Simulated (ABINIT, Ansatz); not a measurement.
# Zr (Zirconium): phonons by linear response, part 3 of 4

How does Zr (Zirconium) vibrate, and is this structure a minimum?

ABINIT 10.8.3; DFT PBE, scalar-relativistic, plane waves, PseudoDojo norm-conserving pseudopotentials.

So far. Step 4 (Self-consistent run for the response): The cell stands at -0.46 GPa: the relaxation ran with a smoothed and higher cutoff, and the difference is a stress of the finite basis. Step 5 (Zone-centre response): The acoustic modes at Γ come out as far as 3.9 cm⁻¹ from zero, where they should vanish, a small numerical error. The relaxed cell has a = 3.232, c = 5.179 Å (conventional setting).

## 7. Interpolated phonon bands

anaddb transforms the dynamical matrices to force constants and back along the path; points of the mesh come back as solved, but for the sum rule and, in polar crystals, the LO-TO term at Γ; the rest is interpolation.

Contents of anaddb.abi:

```
ddb_filepath "all_DDB"
output_file "anaddb.abo"
outdata_prefix "anaddb"
ifcflag 1
ngqpt 4 4 2
nqshft 1
q1shft 0.0 0.0 0.0
asr 1
chneut 0
dipdip 0
dipquad 0
quadquad 0
enunit 0
eivec 0
nph1l 93
qph1l 
    0.0 0.0 0.0 1.0
    0.05 0.0 0.0 1.0
    0.1 0.0 0.0 1.0
    0.15 0.0 0.0 1.0
    0.2 0.0 0.0 1.0
    0.25 0.0 0.0 1.0
    0.3 0.0 0.0 1.0
    0.35 0.0 0.0 1.0
    0.4 0.0 0.0 1.0
    0.45 0.0 0.0 1.0
    0.5 0.0 0.0 1.0
    0.48333333 0.03333333 0.0 1.0
    0.46666667 0.06666667 0.0 1.0
    0.45 0.1 0.0 1.0
    0.43333333 0.13333333 0.0 1.0
    0.41666667 0.16666667 0.0 1.0
    0.4 0.2 0.0 1.0
    0.38333333 0.23333333 0.0 1.0
    0.36666667 0.26666667 0.0 1.0
    0.35 0.3 0.0 1.0
    0.33333333 0.33333333 0.0 1.0
    0.3 0.3 0.0 1.0
    0.26666667 0.26666667 0.0 1.0
    0.23333333 0.23333333 0.0 1.0
    0.2 0.2 0.0 1.0
    0.16666667 0.16666667 0.0 1.0
    0.13333333 0.13333333 0.0 1.0
    0.1 0.1 0.0 1.0
    0.06666667 0.06666667 0.0 1.0
    0.03333333 0.03333333 0.0 1.0
    0.0 0.0 0.0 1.0
    0.0 0.0 0.05 1.0
    0.0 0.0 0.1 1.0
    0.0 0.0 0.15 1.0
    0.0 0.0 0.2 1.0
    0.0 0.0 0.25 1.0
    0.0 0.0 0.3 1.0
    0.0 0.0 0.35 1.0
    0.0 0.0 0.4 1.0
    0.0 0.0 0.45 1.0
    0.0 0.0 0.5 1.0
    0.05 0.0 0.5 1.0
    0.1 0.0 0.5 1.0
    0.15 0.0 0.5 1.0
    0.2 0.0 0.5 1.0
    0.25 0.0 0.5 1.0
    0.3 0.0 0.5 1.0
    0.35 0.0 0.5 1.0
    0.4 0.0 0.5 1.0
    0.45 0.0 0.5 1.0
    0.5 0.0 0.5 1.0
    0.48333333 0.03333333 0.5 1.0
    0.46666667 0.06666667 0.5 1.0
    0.45 0.1 0.5 1.0
    0.43333333 0.13333333 0.5 1.0
    0.41666667 0.16666667 0.5 1.0
    0.4 0.2 0.5 1.0
    0.38333333 0.23333333 0.5 1.0
    0.36666667 0.26666667 0.5 1.0
    0.35 0.3 0.5 1.0
    0.33333333 0.33333333 0.5 1.0
    0.3 0.3 0.5 1.0
    0.26666667 0.26666667 0.5 1.0
    0.23333333 0.23333333 0.5 1.0
    0.2 0.2 0.5 1.0
    0.16666667 0.16666667 0.5 1.0
    0.13333333 0.13333333 0.5 1.0
    0.1 0.1 0.5 1.0
    0.06666667 0.06666667 0.5 1.0
    0.03333333 0.03333333 0.5 1.0
    0.0 0.0 0.5 1.0
    0.5 0.0 0.5 1.0
    0.5 0.0 0.45 1.0
    0.5 0.0 0.4 1.0
    0.5 0.0 0.35 1.0
    0.5 0.0 0.3 1.0
    0.5 0.0 0.25 1.0
    0.5 0.0 0.2 1.0
    0.5 0.0 0.15 1.0
    0.5 0.0 0.1 1.0
    0.5 0.0 0.05 1.0
    0.5 0.0 0.0 1.0
    0.33333333 0.33333333 0.5 1.0
    0.33333333 0.33333333 0.45 1.0
    0.33333333 0.33333333 0.4 1.0
    0.33333333 0.33333333 0.35 1.0
    0.33333333 0.33333333 0.3 1.0
    0.33333333 0.33333333 0.25 1.0
    0.33333333 0.33333333 0.2 1.0
    0.33333333 0.33333333 0.15 1.0
    0.33333333 0.33333333 0.1 1.0
    0.33333333 0.33333333 0.05 1.0
    0.33333333 0.33333333 0.0 1.0
```

Contents of mrgddb.in:

```
all_DDB
merged
8
dfpt_gammao_DDB
dfpt_qo_DS1_DDB
dfpt_qo_DS2_DDB
dfpt_qo_DS3_DDB
dfpt_qo_DS4_DDB
dfpt_qo_DS5_DDB
dfpt_qo_DS6_DDB
dfpt_qo_DS7_DDB
```

Started as:

```sh
> mrgddb < mrgddb.in > mrgddb.log
> OMP_NUM_THREADS=1 anaddb anaddb.abi > anaddb.log
```

anaddb.abo, the main output file:

```text
[banners, grids, parts of the stress and lines that vanish by symmetry left out]
-outvars_anaddb: echo values of input variables ----------------------

 Flags :
[...]
Phonon wavevector (reduced coordinates) :  0.00000  0.00000  0.00000
 Phonon energies in Hartree :
[...]
Phonon frequencies in cm-1    :
-  0.000000E+00  0.000000E+00  0.000000E+00  6.862455E+01  6.862455E+01
-  1.528642E+02
[...]
Phonon wavevector (reduced coordinates) :  0.05000  0.00000  0.00000
 Phonon energies in Hartree :
[...]
Phonon frequencies in cm-1    :
-  1.281756E+01  1.442975E+01  2.550510E+01  7.271432E+01  7.557462E+01
-  1.528097E+02
[...]
Phonon wavevector (reduced coordinates) :  0.10000  0.00000  0.00000
 Phonon energies in Hartree :
[...]
Phonon frequencies in cm-1    :
-  2.494987E+01  2.787376E+01  5.102059E+01  8.322634E+01  9.185567E+01
-  1.527277E+02
[...]
Phonon wavevector (reduced coordinates) :  0.15000  0.00000  0.00000
 Phonon energies in Hartree :
[...]
Phonon frequencies in cm-1    :
-  3.579012E+01  3.958875E+01  7.566113E+01  9.678088E+01  1.106975E+02
-  1.527933E+02
[...]
Phonon wavevector (reduced coordinates) :  0.20000  0.00000  0.00000
 Phonon energies in Hartree :
[...]
Phonon frequencies in cm-1    :
-  4.498442E+01  4.926861E+01  9.833258E+01  1.106154E+02  1.282431E+02
-  1.531129E+02
[...]
Phonon wavevector (reduced coordinates) :  0.25000  0.00000  0.00000
 Phonon energies in Hartree :
[...]
Phonon frequencies in cm-1    :
-  5.247921E+01  5.706407E+01  1.182082E+02  1.229969E+02  1.427361E+02
-  1.536037E+02
  Phonon wavevector (reduced coordinates) :  0.30000  0.00000  0.00000
 Phonon energies in Hartree :
[...]
Phonon frequencies in cm-1    :
-  5.841529E+01  6.334209E+01  1.330130E+02  1.347336E+02  1.536081E+02
-  1.540487E+02
  Phonon wavevector (reduced coordinates) :  0.35000  0.00000  0.00000
 Phonon energies in Hartree :
[...]
Phonon frequencies in cm-1    :
-  6.297288E+01  6.835161E+01  1.403663E+02  1.474856E+02  1.542803E+02
-  1.611281E+02
  Phonon wavevector (reduced coordinates) :  0.40000  0.00000  0.00000
 Phonon energies in Hartree :
[...]
Phonon frequencies in cm-1    :
-  6.625600E+01  7.208710E+01  1.451926E+02  1.542979E+02  1.560657E+02
-  1.661679E+02
  Phonon wavevector (reduced coordinates) :  0.45000  0.00000  0.00000
 Phonon energies in Hartree :
[...]
Phonon frequencies in cm-1    :
-  6.826394E+01  7.440547E+01  1.478507E+02  1.542243E+02  1.604894E+02
-  1.694656E+02
  Phonon wavevector (reduced coordinates) :  0.50000  0.00000  0.00000
 Phonon energies in Hartree :
[...]
Phonon frequencies in cm-1    :
-  6.894314E+01  7.519042E+01  1.486893E+02  1.541839E+02  1.617400E+02
-  1.707013E+02
  Phonon wavevector (reduced coordinates) :  0.48333  0.03333  0.00000
 Phonon energies in Hartree :
[...]
Phonon frequencies in cm-1    :
-  7.082566E+01  7.576766E+01  1.480971E+02  1.538745E+02  1.615387E+02
-  1.715203E+02
  Phonon wavevector (reduced coordinates) :  0.46667  0.06667  0.00000
 Phonon energies in Hartree :
[...]
Phonon frequencies in cm-1    :
-  7.605313E+01  7.748906E+01  1.465844E+02  1.529383E+02  1.609392E+02
-  1.736873E+02
  Phonon wavevector (reduced coordinates) :  0.45000  0.10000  0.00000
 Phonon energies in Hartree :
[...]
Phonon frequencies in cm-1    :
-  8.032014E+01  8.363326E+01  1.446390E+02  1.513534E+02  1.599533E+02
-  1.766396E+02
[...]
Phonon wavevector (reduced coordinates) :  0.10000  0.00000  0.50000
 Phonon energies in Hartree :
[...]
Phonon frequencies in cm-1    :
-  5.989002E+01  5.989002E+01  6.544764E+01  6.544764E+01  1.365236E+02
-  1.365236E+02
  Phonon wavevector (reduced coordinates) :  0.15000  0.00000  0.50000
 Phonon energies in Hartree :
[...]
Phonon frequencies in cm-1    :
-  6.925398E+01  6.925398E+01  7.789577E+01  7.789577E+01  1.412313E+02
-  1.412313E+02
  Phonon wavevector (reduced coordinates) :  0.20000  0.00000  0.50000
 Phonon energies in Hartree :
[...]
Phonon frequencies in cm-1    :
-  7.941912E+01  7.941912E+01  8.945957E+01  8.945957E+01  1.475596E+02
-  1.475596E+02
  Phonon wavevector (reduced coordinates) :  0.25000  0.00000  0.50000
 Phonon energies in Hartree :
[...]
Phonon frequencies in cm-1    :
-  8.925439E+01  8.925439E+01  9.921749E+01  9.921749E+01  1.546937E+02
-  1.546937E+02
  Phonon wavevector (reduced coordinates) :  0.30000  0.00000  0.50000
 Phonon energies in Hartree :
[...]
Phonon frequencies in cm-1    :
-  9.802111E+01  9.802111E+01  1.071537E+02  1.071537E+02  1.615769E+02
-  1.615769E+02
  Phonon wavevector (reduced coordinates) :  0.35000  0.00000  0.50000
 Phonon energies in Hartree :
[...]
Phonon frequencies in cm-1    :
-  1.052354E+02  1.052354E+02  1.134123E+02  1.134123E+02  1.673658E+02
-  1.673658E+02
[...]
Phonon wavevector (reduced coordinates) :  0.33333  0.33333  0.05000
 Phonon energies in Hartree :
[...]
Phonon frequencies in cm-1    :
-  1.178571E+02  1.178571E+02  1.364598E+02  1.364598E+02  1.477448E+02
-  1.917972E+02
  Phonon wavevector (reduced coordinates) :  0.33333  0.33333  0.00000
 Phonon energies in Hartree :
[...]
Phonon frequencies in cm-1    :
-  1.207537E+02  1.207537E+02  1.337004E+02  1.337004E+02  1.475133E+02
-  1.921049E+02
-
```

The job ended after 0.53 s (1 thread of Arm Neoverse V2, shared host).

Read from the output:

| Property | Result |
| --- | --- |
| lowest frequency on the path | 0 cm⁻¹ |

Anaddb. Phonon branches along the path, in cm⁻¹:

```tsv
point	branch 1	branch 2	branch 3	branch 4	branch 5	branch 6
Γ	0	0	0	69	69	153
halfway	52	57	118	123	143	154
M	69	75	149	154	162	171
halfway	89	102	141	146	157	183
K	121	121	134	134	148	192
halfway	63	84	108	146	147	154
Γ	0	0	0	69	69	153
halfway	28	28	64	64	80	151
A	50	50	50	50	133	133
halfway	89	89	99	99	155	155
L	115	115	122	122	175	175
halfway	84	84	152	152	174	174
H	70	70	168	168	172	172
halfway	79	79	122	122	159	159
A	50	50	50	50	133	133
jump to L	115	115	122	122	175	175
halfway	85	102	140	142	162	177
M	69	75	149	154	162	171
jump to H	70	70	168	168	172	172
halfway	92	92	153	158	158	185
K	121	121	134	134	148	192
```

The phonon branches as a text plot (rows in cm⁻¹):

```
    188 |          *****                                       **
    180 |         *                                      **   *
    172 |       **      *                **********      * ***
    164 |     ****       *             **     * *         *****
    156 |***********   **********     *      *   * *        * **
    148 |     ***** *** *        *          *     * *      **  **
    140 |     *   ***  *          * **               **   *     *
    132 |   **      ****  *        *       *           ***
    124 |           ** ** *       *       *        *     *
    116 |                * *            ***              *      *
    108 |  **      ** * *  *     *     ***          *
    100 |  **            *  *         **   *             **    *
     92 | *       **   *  * *         *     *
     84 | *       *     *                            *    **  *
     76 |* *   ***         * *       *       **  ****      ***
     68 |     ****       **   ***   **         **    **     *
     60 |    **                  *  *                 **
     52 | * *             ***     **                   **
     44 |   *              *      *
     36 |  *                *  * *
     28 |**                 **
     20 |                    *  *
     12 |*                   * *
      4 |                     *
         Γ      M    K        Γ   A       L    H       A|L M|H  K
```

All branches are real along the path.

## 8. Sums over the zone

Sums over the zone need many more wavevectors than were solved, so the interpolation is sampled on a dense mesh.

Contents of anaddb.abi:

```
ddb_filepath "all_DDB"
output_file "anaddb.abo"
outdata_prefix "anaddb"
ifcflag 1
ngqpt 4 4 2
nqshft 1
q1shft 0.0 0.0 0.0
asr 1
chneut 0
dipdip 0
dipquad 0
quadquad 0
prtdos 2
ng2qpt 16 16 9
dosdeltae 4.5563e-06
ntemper 11
temperinc 100.0
tempermin 0.0
```

Started as:

```sh
> OMP_NUM_THREADS=1 anaddb anaddb.abi > anaddb.log
```

anaddb.abo, the main output file:

```text
[banners, grids, parts of the stress and lines that vanish by symmetry left out]
-outvars_anaddb: echo values of input variables ----------------------

 Flags :
     ifcflag         1
 Miscellaneous information :
         asr         1
      chneut         0
 Interatomic Force Constants Inputs :
      dipdip         0
     dipquad         0
    quadquad         0
      ifcana         0
      ifcout         0
 Description of grid 1 :
        brav         1
       ngqpt         4         4         2
      nqshft         1
      q1shft
                     0.00000000E+00  0.00000000E+00  0.00000000E+00
 Phonon DOS information :
   dosdeltae  4.55630000E-06
    dossmear  4.55633525E-06
 Description of grid 2 (Fourier interp. or BZ sampling):
      ng2qpt        16        16         9
      ngrids         4
      q2shft         0.00000000E+00  0.00000000E+00  0.00000000E+00

================================================================================

 read the DDB information and perform some checks

  ==== Info on the Cryst% object ====
 Real(R)+Recip(G) space primitive vectors, cartesian coordinates (Bohr,Bohr^-1):
 R(1)=  6.1083540  0.0000000  0.0000000  G(1)=  0.1637102  0.0945181  0.0000000
 R(2)= -3.0541770  5.2899898  0.0000000  G(2)=  0.0000000  0.1890363  0.0000000
 R(3)=  0.0000000  0.0000000  9.7863608  G(3)=  0.0000000  0.0000000  0.1021830
 Unit cell volume ucvol=  3.1622795E+02 bohr^3
 Angles (23,13,12)=  9.00000000E+01  9.00000000E+01  1.20000000E+02 degrees
 Time-reversal symmetry is present
 Reduced atomic positions [iatom, xred, symbol]:
    1)    0.3333333  0.6666667  0.2500000  Zr
    2)    0.6666667  0.3333333  0.7500000  Zr

 DDB file with 8 blocks has been read.

================================================================================

 Calculation of the interatomic forces

       Homogeneous q point set in the B.Z.
 Grid q points  :       32
  1)   0.00000000E+00  0.00000000E+00  0.00000000E+00
  2)   2.50000000E-01  0.00000000E+00  0.00000000E+00
  3)   5.00000000E-01  0.00000000E+00  0.00000000E+00
  4)  -2.50000000E-01  0.00000000E+00  0.00000000E+00
  5)   0.00000000E+00  2.50000000E-01  0.00000000E+00
  6)   2.50000000E-01  2.50000000E-01  0.00000000E+00
  7)   5.00000000E-01  2.50000000E-01  0.00000000E+00
  8)  -2.50000000E-01  2.50000000E-01  0.00000000E+00
  9)   0.00000000E+00  5.00000000E-01  0.00000000E+00
 10)   2.50000000E-01  5.00000000E-01  0.00000000E+00
 11)   5.00000000E-01  5.00000000E-01  0.00000000E+00
 12)  -2.50000000E-01  5.00000000E-01  0.00000000E+00
 13)   0.00000000E+00 -2.50000000E-01  0.00000000E+00
 14)   2.50000000E-01 -2.50000000E-01  0.00000000E+00
[...]
26)   2.50000000E-01  5.00000000E-01  5.00000000E-01
 27)   5.00000000E-01  5.00000000E-01  5.00000000E-01
 28)  -2.50000000E-01  5.00000000E-01  5.00000000E-01
 29)   0.00000000E+00 -2.50000000E-01  5.00000000E-01
 30)   2.50000000E-01 -2.50000000E-01  5.00000000E-01
 31)   5.00000000E-01 -2.50000000E-01  5.00000000E-01
 32)  -2.50000000E-01 -2.50000000E-01  5.00000000E-01

 The interatomic forces have been obtained

================================================================================

 Calculation of phonon density of states

 Average speed of sound partial sums:     0.1279663919E-02 (at units)
-                                   =           2.7995 [km/s]

 Debye frequency from partial sums:     0.7321153248E-03 (Ha)
-                                 =     0.4817087430E+01 (THz)
-Debye temperature from partial sums:     0.2311837348E+03 (K)

 Average speed of sound:     0.1161954052E-02 (at units)
-                      =           2.5420 [km/s]

 Debye frequency from DOS:     0.6647717073E-03 (Ha)
-                        =     0.4373987713E+01 (THz)
-Debye temperature from DOS:     0.2099183024E+03 (K)

-
```

Elapsed: 0.57 s, on 1 thread.

Numbers from this step:

- share of modes beyond 3i cm⁻¹ on the dense interpolated mesh: 0
- zero-point energy per atom: 22.68 meV
- heat capacity at 300 K: 24.18 J/(mol atoms K)
- vibrational entropy at 300 K: 40.19 J/(mol atoms K)

The phonon density of states has structure finer than the step of the table below, so its rows give means over 10 cm⁻¹, whole bins alone (the curve runs from -30 to 211 cm⁻¹). Peaks (cm⁻¹: height): 77.0: 0.0813, 153.0: 0.121, 176.0: 0.0638.

Tetrahedra. Phonon density of states against wavenumber; means over each step:

```tsv
wavenumber (cm⁻¹)	phonon density of states (1/cm⁻¹/cell)
0	8.5e-6
10	2.1e-4
20	0.00113
30	0.00287
40	0.00577
50	0.0105
60	0.0183
70	0.0374
80	0.0639
90	0.0424
100	0.0367
110	0.0332
120	0.0323
130	0.0486
140	0.0457
150	0.0694
160	0.0709
170	0.0538
180	0.0233
190	0.00297
200	0
```

Harmonic thermodynamic functions per atom, summed over the density of states scaled to three modes an atom; melting is ignored. Thermodynamic functions:

```tsv
T (K)	F_vib (meV/atom)	S (J/mol-atom/K)	C_V (J/mol-atom/K)
0	22.68	0	0
50	21.91	5.083	10.45
100	16.51	15.57	19.21
200	-8.04	30.55	23.28
300	-45.01	40.19	24.18
400	-90.46	47.2	24.51
500	-142.3	52.69	24.66
600	-199.3	57.2	24.75
700	-260.6	61.01	24.8
800	-325.6	64.33	24.83
900	-393.9	67.25	24.86
1000	-464.9	69.87	24.87
```

At 300 K the heat capacity has reached 97 % of the Dulong-Petit value.

(Part 3 of 4 ends here.)

[Host names and launcher messages were left out of these logs when they were recorded.]

[Logs are printed without paths, hosts, clocks, repeated set-up lines and the standing remarks that a program may print on its own settings, such as how far it seeks lower states.]

[Hosts, paths, dates, database ids (printed as entryN), source tags and the programs' standing remarks are cut or masked in the printed files.]
